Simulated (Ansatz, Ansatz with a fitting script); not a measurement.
Planning a run of Ansatz 0.2.0 on SrTiO3 (I4/mcm). The input:

```yaml
crystal:
  lattice:
    - [-2.751161059, 2.751161059, 3.9041805587]
    - [2.751161059, -2.751161059, 3.9041805587]
    - [2.751161059, 2.751161059, -3.9041805587]
  atoms:
    - { symbol: Sr, position: [0.75, 0.25, 0.5] }
    - { symbol: Sr, position: [0.25, 0.75, 0.5] }
    - { symbol: Ti, position: [0.0, 0.0, 0.0] }
    - { symbol: Ti, position: [0.5, 0.5, 0.0] }
    - { symbol: O, position: [0.25, 0.25, 0.0] }
    - { symbol: O, position: [0.75, 0.75, 0.0] }
    - { symbol: O, position: [0.7321062902, 0.2321062902, 0.9642125804] }
    - { symbol: O, position: [0.2321062902, 0.2678937098, 0.5] }
    - { symbol: O, position: [0.2678937098, 0.7678937098, 0.0357874196] }
    - { symbol: O, position: [0.7678937098, 0.7321062902, 0.5] }
kpoints:
  mp_grid: { grid: [3, 3, 3] }
hamiltonian:
  xc: lda
  pseudopotentials: { kind: nc, xc_functional: pbe }
scf:
  occupations: { method: fixed }
output:
  rpa_energy:
    ecut_chi_ladder: [78, 91, 104, 117, 130]
    long_wavelength: optical_limit
    n_empty_bands: 140
basis:
  ecutwfc: 1240.0
  xc_grid: 3
```

```sh
ansatz run input.yaml --threads 16 --pin off --max-ram 73728MiB --backend cpu --events-out ev --progress --plain --runs-dir out
```

**Question.** How long will it take on 16 threads of Arm Neoverse V2, shared host, and how much memory?

It took 72 s; on shared hardware allow 36 s to 2.4 min. Peak host memory was 2.1 GiB.

[Paths, hosts, dates, memory and timing lines, banners, echoed tables and standing remarks are left out of the program output.]

[Logs are printed without paths, hosts, clocks, repeated set-up lines and the standing remarks that a program may print on its own settings, such as how far it seeks lower states.]

[Runs of the session that timed out or met a known fault of the program may be left out.]

[Hosts, paths, dates, database ids (printed as entryN), source tags and the programs' standing remarks are cut or masked in the printed files.]
